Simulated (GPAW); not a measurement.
# Ballistic transport through a Ta chain with a Ti atom bridging one bond, cheap and dear

Aim: T(E), conductance and thermopower of a Ta chain with a Ti atom bridging one bond, and what cheaper settings cost in accuracy.

Main program and level: GPAW 26.7.0; GPAW LCAO, PAW setups; Landauer transmission from Green's functions with principal layers (ASE), zero bias.

### 1. The structure

The cell holds 15 atoms: 14 Ta and 1 Ti. Cell: a = 9.000 Å, b = 9.000 Å, c = 33.800 Å, α = 90.0°, β = 90.0°, γ = 90.0°. Regions: left lead, 7 atoms (7 Ta); channel, 1 atom (1 Ti); right lead, 7 atoms (7 Ta). Vacuum lies along a and b. The structure is stacked along c, and the current runs across the ab planes.

### 2. Double-zeta polarised basis

Localised orbitals split the wire into layers that couple to their neighbours alone, which is what the Green's function method needs; double zeta with polarisation is the usual level for numbers.

Input file run.py:

```python
import json
import numpy as np
from ase import Atoms
from ase.transport.calculators import TransportCalculator
from gpaw import GPAW, FermiDirac
from gpaw.lcao.tools import get_lcao_hamiltonian
from scipy.linalg import eigh

# The junction with lead layers at both ends, along the third cell vector
device = Atoms(
    ['Ta', 'Ta', 'Ta', 'Ta', 'Ta', 'Ta', 'Ta', 'Ti', 'Ta', 'Ta', 'Ta', 'Ta', 'Ta', 'Ta', 'Ta'],
    positions=[
        [4.50000, 4.50000, 1.20000],
        [4.50000, 4.50000, 3.60000],
        [4.50000, 4.50000, 6.00000],
        [4.50000, 4.50000, 8.40000],
        [4.50000, 4.50000, 10.80000],
        [4.50000, 4.50000, 13.20000],
        [4.50000, 4.50000, 15.60000],
        [6.45335, 4.50000, 16.90000],
        [4.50000, 4.50000, 18.20000],
        [4.50000, 4.50000, 20.60000],
        [4.50000, 4.50000, 23.00000],
        [4.50000, 4.50000, 25.40000],
        [4.50000, 4.50000, 27.80000],
        [4.50000, 4.50000, 30.20000],
        [4.50000, 4.50000, 32.60000]],
    cell=[[9.0, 0.0, 0.0], [0.0, 9.0, 0.0], [0.0, 0.0, 33.8]],
    pbc=True)

# One principal layer of the lead: the first 5 atoms of the device
lead = Atoms(
    ['Ta', 'Ta', 'Ta', 'Ta', 'Ta'],
    positions=[
        [4.50000, 4.50000, 1.20000],
        [4.50000, 4.50000, 3.60000],
        [4.50000, 4.50000, 6.00000],
        [4.50000, 4.50000, 8.40000],
        [4.50000, 4.50000, 10.80000]],
    cell=[[9.0, 0.0, 0.0], [0.0, 9.0, 0.0], [0.0, 0.0, 12.0]],
    pbc=True)

settings = dict(mode='lcao', basis='dzp', xc='PBE', h=0.2,
                occupations=FermiDirac(0.1), maxiter=250,
                mixer=dict(beta=0.1, nmaxold=8, weight=100.0),
                convergence=dict(density=0.0001))
energies = np.arange(-2, 2 + 1e-9, 0.05)
eta = 0.0001
n1, n2 = 1, 1
# k and -k transmit alike, so half of the mesh across the current serves
mesh = [(i, j) for i in range(n1) for j in range(n2) if (i, j) <= (-i % n1, -j % n2)]
weights = np.array([1 if (i, j) == (-i % n1, -j % n2) else 2 for i, j in mesh]) / (n1 * n2)

# [... helper functions left out ...]
fermi_lead = ground_state(lead, (1, 1, 10), 'lead.txt')
fermi_device = ground_state(device, (1, 1, 3), 'device.txt')
# [... loop over the mesh left out, but for ...]
        # Shift the lead onto the potential of the device's first layer
        shift = ((H[:, 0, 0] - H0[:, 0, 0]) / S0[0, 0]).real.mean()
# [...]
kT = 8.617333e-5 * 77
bias = [0.1, 0.2, 0.5, 1.0, 1.5, 2.0]
# [... integrals and printing left out ...]
```

Launch:

```bash
$ OMP_NUM_THREADS=1 OPENBLAS_NUM_THREADS=1 python run.py
```

The log of the run:

```text
basis functions: device 435, principal layer 145
Fermi level: lead -2.2740 eV, device -2.1275 eV; lead shifted by 0.0102 eV
largest coupling past the next layer 9.06e-08 eV, largest misfit of the first layer 0.066 eV
  E-E_F (eV)   T (one spin)  [channel counts left out]
    -2.000    2.9579e+00
    -1.950    2.9210e+00
    -1.900    2.8606e+00
    -1.850    2.6464e+00
    -1.800    2.1108e+00
    -1.750    2.2283e+00
    -1.700    3.6420e+00
    -1.650    3.3396e+00
    -1.600    3.3675e+00
    -1.550    3.3863e+00
    -1.500    3.3971e+00
    -1.450    3.4014e+00
    -1.400    3.4029e+00
    -1.350    3.3777e+00
    -1.300    3.3699e+00
    -1.250    3.3506e+00
[...]
1.650    1.0432e+00
     1.700    9.5474e-01
     1.750    9.3382e-01
     1.800    1.0149e+00
     1.850    1.2175e+00
     1.900    1.4038e+00
     1.950    1.5457e+00
     2.000    1.5739e+00
conductance at 77 K: 3.8237 G0 a cell; thermopower 0.1917 uV/K
current from the zero-bias T(E) at 0.1 V: 29.618 uA
current from the zero-bias T(E) at 0.2 V: 59.157 uA
current from the zero-bias T(E) at 0.5 V: 143.74 uA
current from the zero-bias T(E) at 1.0 V: 250.93 uA
current from the zero-bias T(E) at 1.5 V: 368.69 uA
current from the zero-bias T(E) at 2.0 V: 494.67 uA
```

Elapsed: 2.8 min, on 1 thread of Arm Neoverse V2, shared host; peak memory 1.4 GiB.

This step gave:

```yaml
conductance: 3.824 G₀
largest_coupling_past_the_next_principal_layer: 9.06e-8 eV
largest_misfit_of_the_first_principal_layer: 0.06605 eV
shift_that_aligns_the_lead: 0.01017 eV
basis_functions_of_the_junction: 435
basis_functions_of_a_principal_layer: 145
transmission_at_the_fermi_level_one_spin: 3.824
```

One spin. The transmission, zone mean by energy, zero at the Fermi level:

energy (eV), transmission, zone mean and a bar from the least value:
```
   -2.000       2.96 ####################
   -1.800       2.11 ############
   -1.700       3.64 ############################
   -1.600       3.37 #########################
   -1.400       3.40 #########################
   -1.200       3.32 ########################
   -1.000       3.15 ######################
   -0.800       2.84 ###################
   -0.600       2.34 ##############
   -0.400       1.76 ########
   -0.200       3.83 ##############################
   -0.150       3.87 ##############################
    0.000       3.82 #############################
    0.200       3.70 ############################
    0.400       3.64 ############################
    0.600       3.68 ############################
    0.800       3.63 ###########################
    1.000       3.37 #########################
    1.200       2.83 ###################
    1.400       1.73 #######
    1.600       1.16 ##
    1.800       1.01 
    2.000       1.57 ######
```

Not self-consistent under bias; the bias window is split evenly. Table of current through one cell, from the zero-bias transmission by bias:

```
bias (V)  current through one cell, from the zero-bias transmission (μA)
   0.100                                                            29.6
   0.200                                                            59.2
   0.500                                                             144
   1.000                                                             251
   1.500                                                             369
   2.000                                                             495
```

Transmission of the three most open eigenchannels against energy, zero at the Fermi level:

```
energy (eV)  channel 1  channel 2  channel 3
      -2.00      0.999      0.983      0.976
      -1.85      0.998      0.991      0.658
      -1.70      0.997      0.995      0.924
      -1.60      0.996      0.988      0.739
      -1.45      0.996      0.955      0.807
      -1.30      0.996      0.908      0.845
      -1.15      0.995      0.870      0.850
      -1.05      0.994      0.880      0.800
      -0.90      0.990      0.886      0.700
      -0.75      0.989      0.881      0.521
      -0.60      0.988      0.864      0.272
      -0.50      0.988      0.829      0.149
      -0.35      0.993      0.293      0.195
      -0.20      0.985      0.983      0.983
      -0.05      0.996      0.989      0.984
       0.00      0.997      0.989      0.984
       0.05      0.997      0.988      0.983
       0.20      0.998      0.975      0.974
       0.35      0.997      0.960      0.941
       0.50      0.990      0.954      0.877
       0.60      0.990      0.941      0.819
       0.75      0.975      0.958      0.752
       0.90      0.984      0.946      0.709
       1.05      0.996      0.908      0.668
       1.15      0.999      0.864      0.658
       1.30      0.981      0.588      0.504
       1.45      0.920      0.472      0.119
       1.60      0.896      0.225     0.0220
       1.70      0.878     0.0736    0.00239
       1.85      0.775      0.429     0.0111
       2.00      0.908      0.529     0.0980
```

Couplings past the next layer reach 9.1e-8 eV, small enough to drop; the matrix elements of the cell's first layer differ from the bulk lead's by up to 0.066 eV. That layer keeps its own values in the calculation, and only beyond it is the lead taken as perfect. The Fermi levels of lead and junction count from different zeros of potential, one for each periodic cell; with both set to zero, the small remaining shift is what aligns them. Without spin-orbit coupling, which is large for these atoms, channel counts and T are those of the scalar-relativistic bands. By hand: G = 3.824 × 77.48 μS = 296 μS, a resistance of 3.38 kΩ; at 0.1 V a linear junction would pass 29.6 μA, and the integral over the bias window gives 29.6 μA.

### 3. Single-zeta polarised basis

The second zeta is dropped, the polarisation orbitals stay.

Changes to run.py since step 2:

```diff
@@ -42,3 +42,3 @@
 
-settings = dict(mode='lcao', basis='dzp', xc='PBE', h=0.2,
+settings = dict(mode='lcao', basis='szp(dzp)', xc='PBE', h=0.2,
                 occupations=FermiDirac(0.1), maxiter=250,
```

The log of the run:

```text
basis functions: device 240, principal layer 80
Fermi level: lead -2.3114 eV, device -2.1472 eV; lead shifted by 0.0115 eV
largest coupling past the next layer 9.07e-08 eV, largest misfit of the first layer 0.072 eV
  E-E_F (eV)   T (one spin)  [channel counts left out]
    -2.000    2.9535e+00
    -1.950    2.9396e+00
    -1.900    2.8844e+00
    -1.850    2.7178e+00
    -1.800    2.2882e+00
    -1.750    2.0243e+00
    -1.700    2.5397e+00
    -1.650    3.3037e+00
    -1.600    3.3364e+00
    -1.550    3.3730e+00
    -1.500    3.3943e+00
    -1.450    3.4034e+00
    -1.400    3.4030e+00
    -1.350    3.3933e+00
    -1.300    3.3794e+00
    -1.250    3.3581e+00
[...]
1.650    1.1055e+00
     1.700    1.0090e+00
     1.750    9.7148e-01
     1.800    1.0328e+00
     1.850    1.2047e+00
     1.900    1.4312e+00
     1.950    1.6114e+00
     2.000    1.6333e+00
conductance at 77 K: 3.8285 G0 a cell; thermopower 0.2347 uV/K
current from the zero-bias T(E) at 0.1 V: 29.638 uA
current from the zero-bias T(E) at 0.2 V: 59.174 uA
current from the zero-bias T(E) at 0.5 V: 143.28 uA
current from the zero-bias T(E) at 1.0 V: 250.43 uA
current from the zero-bias T(E) at 1.5 V: 368.09 uA
current from the zero-bias T(E) at 2.0 V: 494.69 uA
```

Wall time 96 s (1 thread); peak memory 1.3 GiB.

Numbers from this step:

```yaml
conductance: 3.828 G₀
largest_coupling_past_the_next_principal_layer: 9.07e-8 eV
largest_misfit_of_the_first_principal_layer: 0.07207 eV
shift_that_aligns_the_lead: 0.01147 eV
basis_functions_of_the_junction: 240
basis_functions_of_a_principal_layer: 80
transmission_at_the_fermi_level_one_spin: 3.830
```

One spin. The transmission, zone mean by energy, zero at the Fermi level:

```
energy (eV)  transmission, zone mean
      -2.00                     2.95
      -1.90                     2.88
      -1.80                     2.29
      -1.70                     2.54
      -1.55                     3.37
      -1.45                     3.40
      -1.35                     3.39
      -1.25                     3.36
      -1.15                     3.30
      -1.05                     3.21
      -0.90                     3.02
      -0.80                     2.84
      -0.70                     2.61
      -0.60                     2.35
      -0.50                     2.07
      -0.40                     1.80
      -0.25                     2.29
      -0.15                     3.88
      -0.05                     3.84
       0.00                     3.83
       0.05                     3.80
       0.15                     3.71
       0.25                     3.66
       0.40                     3.62
       0.50                     3.63
       0.60                     3.66
       0.70                     3.69
       0.80                     3.66
       0.90                     3.56
       1.05                     3.33
       1.15                     3.11
       1.25                     2.76
       1.35                     2.14
       1.45                     1.63
       1.55                     1.36
       1.70                     1.01
       1.80                     1.03
       1.90                     1.43
       2.00                     1.63
```

Not self-consistent under bias; the bias window is split evenly. Table of current through one cell, from the zero-bias transmission by bias:

```
bias (V)  current through one cell, from the zero-bias transmission (μA)
   0.100                                                            29.6
   0.200                                                            59.2
   0.500                                                             143
   1.000                                                             250
   1.500                                                             368
   2.000                                                             495
```

Table of transmission of the three most open eigenchannels by energy, zero at the Fermi level:

```
energy (eV)  channel 1  channel 2  channel 3
      -2.00      0.998      0.985      0.970
      -1.85      0.999      0.995      0.724
      -1.70      0.994      0.986      0.559
      -1.60      0.995      0.980      0.688
      -1.45      0.994      0.942      0.802
      -1.30      0.994      0.896      0.853
      -1.15      0.993      0.877      0.840
      -1.05      0.992      0.884      0.792
      -0.90      0.987      0.889      0.696
      -0.75      0.984      0.885      0.519
      -0.60      0.983      0.870      0.274
      -0.50      0.984      0.840      0.147
      -0.35      0.990      0.317      0.230
      -0.20      0.983      0.978      0.961
      -0.05      0.997      0.990      0.978
       0.00      0.997      0.990      0.978
       0.05      0.997      0.988      0.977
       0.20      0.998      0.975      0.968
       0.35      0.998      0.953      0.945
       0.50      0.997      0.940      0.887
       0.60      0.995      0.937      0.829
       0.75      0.984      0.956      0.758
       0.90      0.981      0.960      0.708
       1.05      0.995      0.928      0.667
       1.15      0.998      0.892      0.634
       1.30      0.993      0.585      0.575
       1.45      0.936      0.504      0.120
       1.60      0.920      0.255     0.0330
       1.70      0.913     0.0928    0.00158
       1.85      0.878      0.301     0.0133
       2.00      0.893      0.651     0.0836
```

The conductance equals that of the dzp run to 0.2 %.

### 4. GPAW, sz: basis = "sz(dzp)"

One function for each valence shell of the setup, as for a first survey of a large system.

Changes to run.py since step 3:

```diff
@@ -42,3 +42,3 @@
 
-settings = dict(mode='lcao', basis='szp(dzp)', xc='PBE', h=0.2,
+settings = dict(mode='lcao', basis='sz(dzp)', xc='PBE', h=0.2,
                 occupations=FermiDirac(0.1), maxiter=250,
```

The log of the run:

```text
basis functions: device 195, principal layer 65
Fermi level: lead -2.3284 eV, device -2.1540 eV; lead shifted by 0.0103 eV
largest coupling past the next layer 9.07e-08 eV, largest misfit of the first layer 0.061 eV
  E-E_F (eV)   T (one spin)  [channel counts left out]
    -2.000    2.9556e+00
    -1.950    2.9258e+00
    -1.900    2.8487e+00
[...]
1.950    1.5290e+00
     2.000    1.6657e+00
conductance at 77 K: 3.823 G0 a cell; thermopower 0.1979 uV/K
current from the zero-bias T(E) at 0.1 V: 29.595 uA
current from the zero-bias T(E) at 0.2 V: 59.084 uA
current from the zero-bias T(E) at 0.5 V: 143.28 uA
current from the zero-bias T(E) at 1.0 V: 250.97 uA
current from the zero-bias T(E) at 1.5 V: 369.74 uA
current from the zero-bias T(E) at 2.0 V: 496.59 uA
```

Elapsed: 78 s, on 1 thread; peak memory 1.3 GiB.

Numbers from this step:

```yaml
conductance: 3.823 G₀
largest_misfit_of_the_first_principal_layer: 0.06127 eV
shift_that_aligns_the_lead: 0.01028 eV
basis_functions_of_the_junction: 195
basis_functions_of_a_principal_layer: 65
transmission_at_the_fermi_level_one_spin: 3.825
```

One spin. Transmission, zone mean against energy, zero at the Fermi level:

energy (eV), transmission, zone mean and a bar from the least value:
```
    -2.00       2.96 ####################
    -1.85       2.65 #################
    -1.70       2.46 ###############
    -1.60       3.36 #########################
    -1.45       3.41 #########################
    -1.30       3.38 #########################
    -1.15       3.30 ########################
    -1.05       3.21 #######################
    -0.90       3.02 #####################
    -0.75       2.74 ##################
    -0.60       2.36 ##############
    -0.50       2.09 ###########
    -0.35       1.66 ######
    -0.20       3.77 #############################
    -0.15       3.87 ##############################
    -0.05       3.84 ##############################
     0.00       3.82 ##############################
     0.05       3.80 #############################
     0.20       3.69 ############################
     0.35       3.66 ############################
     0.50       3.68 ############################
     0.60       3.72 ############################
     0.75       3.70 ############################
     0.90       3.56 ###########################
     1.05       3.34 ########################
     1.15       3.12 ######################
     1.30       2.48 ###############
     1.45       1.69 #######
     1.60       1.32 ###
     1.70       1.09 
     1.85       1.08 
     2.00       1.67 ######
```

The conductance equals that of the dzp run to 0.2 %.

### 5. LDA in the dzp basis: xc = "LDA"

Back in the dzp basis, the functional changes from PBE to LDA, to set the spread between functionals beside that between bases.

Changes to run.py since step 4:

```diff
@@ -42,3 +42,3 @@
 
-settings = dict(mode='lcao', basis='sz(dzp)', xc='PBE', h=0.2,
+settings = dict(mode='lcao', basis='dzp', xc='LDA', h=0.2,
                 occupations=FermiDirac(0.1), maxiter=250,
```

The log of the run:

```text
basis functions: device 435, principal layer 145
Fermi level: lead -2.5177 eV, device -2.3720 eV; lead shifted by 0.0098 eV
largest coupling past the next layer 9.78e-08 eV, largest misfit of the first layer 0.069 eV
  E-E_F (eV)   T (one spin)  [channel counts left out]
    -2.000    2.9022e+00
    -1.950    2.8652e+00
    -1.900    2.7423e+00
[...]
1.950    1.4185e+00
     2.000    1.3335e+00
conductance at 77 K: 3.8548 G0 a cell; thermopower 0.2646 uV/K
current from the zero-bias T(E) at 0.1 V: 29.842 uA
current from the zero-bias T(E) at 0.2 V: 59.579 uA
current from the zero-bias T(E) at 0.5 V: 144.71 uA
current from the zero-bias T(E) at 1.0 V: 252.49 uA
current from the zero-bias T(E) at 1.5 V: 371.43 uA
current from the zero-bias T(E) at 2.0 V: 498.82 uA
```

Wall time 2.5 min (1 thread); peak memory 1.4 GiB.

Numbers from this step:

```
conductance                                    : 3.855 G₀
largest coupling past the next principal layer : 9.78e-8 eV
largest misfit of the first principal layer    : 0.06885 eV
shift that aligns the lead                     : 0.009784 eV
basis functions of the junction                : 435
basis functions of a principal layer           : 145
transmission at the Fermi level (one spin)     : 3.856
```

One spin. Transmission, zone mean against energy, zero at the Fermi level:

```
energy (eV)  transmission, zone mean
     -2.000                     2.90
     -1.800                     1.99
     -1.750                     3.69
     -1.600                     3.40
     -1.400                     3.42
     -1.200                     3.35
     -1.000                     3.19
     -0.800                     2.90
     -0.600                     2.42
     -0.400                     1.75
     -0.200                     3.89
     -0.150                     3.90
      0.000                     3.86
      0.200                     3.71
      0.400                     3.65
      0.600                     3.66
      0.800                     3.64
      1.000                     3.42
      1.200                     2.98
      1.400                     1.84
      1.600                     1.20
      1.800                    0.935
      2.000                     1.33
```

The conductance, 3.85 G₀, lies 0.8 % above that of the dzp run.

### 6. Cost and result by level

Times are for 1 thread of Arm Neoverse V2, shared host. Results by setting:

```
no.      run  conductance (G₀)     time  memory (GiB)
  1      dzp             3.824  2.8 min           1.4
  2      szp             3.828     96 s           1.3
  3       sz             3.823     78 s           1.3
  4  dzp LDA             3.855  2.5 min           1.4
```

(Part 1 of 2 ends here.)

[Logs are printed without paths, hosts, clocks, repeated set-up lines and the standing remarks that a program may print on its own settings, such as how far it seeks lower states.]

[Hosts, paths, dates, database ids (printed as entryN), source tags and the programs' standing remarks are cut or masked in the printed files.]
